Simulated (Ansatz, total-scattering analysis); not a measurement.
## The surroundings of H by a first difference

Two samples of water and urea (24 H2O and 4 urea; N 7.7, C 3.9, O 26.9, H 61.5 atom %; 320 K, fixed volume (mean pressure 0.7 GPa); ρ₀ = 0.1024 Å⁻³) differ only in the isotope of H: D (b = 6.6681 fm) and H (b = -3.7395 fm). Other lengths: N 9.36, C 6.6472, O 5.8037 fm. The data are simulated by ab initio molecular dynamics with Ansatz (revPBE-D3(BJ), plane waves, PAW default files, Langevin thermostat, no spin, fixed volume, H with the mass of D). The average runs over 1.08 ps of 104 atoms, so shells between rare elements are rough. Mean temperature 311 K, largest m.s.d. 0.54 Å², energy drift -4 meV an atom (last third less first, no steady trend), Langevin friction 10 ps⁻¹; the first quarter of the run is discarded. Start: last frame of a classical run of this cell at the same density and temperature. So short a stretch relaxes bonds and nearest shells but still remembers its start. It is a liquid that moves slowly on the time of the run as far as so short a run tells. The partials come from the cell's reciprocal vectors below 4 Å⁻¹ and from g(r) above; absorption, incoherent and inelastic scattering are left out. F(Q) = Σ ci cj bi bj (Sij − 1), in barn per steradian and atom:

```csv
Q (Å⁻¹),2H,1H,difference
0.9,-0.325,-0.146,-0.179
1.2,-0.170,-0.163,-0.007
1.5,-0.087,-0.143,0.056
1.8,0.234,-0.130,0.364
2.1,0.313,-0.134,0.448
2.4,0.225,-0.134,0.359
2.7,-0.005,-0.073,0.067
3.0,-0.108,0.031,-0.139
3.3,-0.084,0.055,-0.139
3.6,-0.050,0.014,-0.064
3.9,-0.042,-0.012,-0.030
4.2,-0.073,-0.010,-0.063
4.5,-0.106,0.022,-0.128
4.8,-0.117,0.061,-0.178
5.1,-0.102,0.091,-0.193
5.4,-0.072,0.098,-0.169
5.7,-0.035,0.073,-0.108
6.0,0.001,0.035,-0.034
6.3,0.025,0.003,0.022
6.6,0.029,-0.017,0.045
6.9,0.022,-0.029,0.052
7.2,0.022,-0.041,0.063
7.5,0.034,-0.052,0.086
7.8,0.053,-0.060,0.113
8.1,0.069,-0.058,0.127
8.4,0.072,-0.042,0.114
8.7,0.057,-0.019,0.076
9.0,0.031,0.002,0.029
9.3,0.007,0.013,-0.006
9.6,-0.008,0.015,-0.024
9.9,-0.020,0.013,-0.033
10.2,-0.032,0.013,-0.045
10.5,-0.043,0.018,-0.061
10.8,-0.051,0.025,-0.076
```

The first difference in real space, ΔG(r), in barn (from the pair functions, so without the broadening of a finite Q range):

first difference G(r), r (Å) and value: 0.50 -0.439, 0.58 -0.439, 0.66 -0.439, 0.74 -0.439, 0.82 -0.439, 0.90 -0.308, 0.98 6.152, 1.06 1.275, 1.14 -0.429, 1.22 -0.439, 1.30 -0.439, 1.38 -0.437, 1.46 -0.351, 1.54 -0.112, 1.62 -0.107, 1.70 -0.100, 1.78 -0.071, 1.86 -0.171, 1.94 -0.135, 2.02 -0.014, 2.10 -0.042, 2.18 -0.186, 2.26 -0.192, 2.34 -0.161, 2.42 -0.121, 2.50 -0.098, 2.58 -0.128, 2.66 -0.185, 2.74 -0.198, 2.82 -0.173, 2.90 -0.118, 2.98 -0.051, 3.06 0.033, 3.14 0.140, 3.22 0.200, 3.30 0.166, 3.38 0.108, 3.46 0.103, 3.54 0.085

Q: What does the difference say of the neighbours of H?

Pairs without H cancel. ΔG(r) = Σ W [g(r) − 1] with W = 2 c(H) c(j) b(j) Δb, and c(H)² (b₁² − b₂²) for H–H: H–N 0.0922, H–C 0.0328, H–O 0.2001, H–H 0.1154 barn. At small r, ΔG → −ΣW = -0.441; in this finite cell the H–H term carries (N − 1)/N with N = 64 atoms of H, which gives -0.439.

The first feature holds O–H (0.98 Å, 0.8 neighbours by the coordinates) and N–H (1.02 Å, 0.2 neighbours by the coordinates) together, so its area gives only their weighted sum.

Shells of H from the coordinates: O–H at 0.98 Å, 0.8 neighbours to 1.26 Å; N–H at 1.02 Å, 0.2 neighbours to 1.32 Å; H–H at 1.56 Å, 1.0 neighbours to 1.90 Å; C–H at 2.05 Å, 0.3 neighbours to 2.32 Å (first peaks with a usable minimum only). Counts average over all H, whatever molecule they sit on, and second peaks of a pair (H two bonds away, hydrogen bonds) add features between 1.5 and 2.5 Å that aren't listed. The structure is taken to be the same for both isotopes, which holds least well for H and D.

[Logs are printed without paths, hosts, clocks, repeated set-up lines and the standing remarks that a program may print on its own settings, such as how far it seeks lower states.]
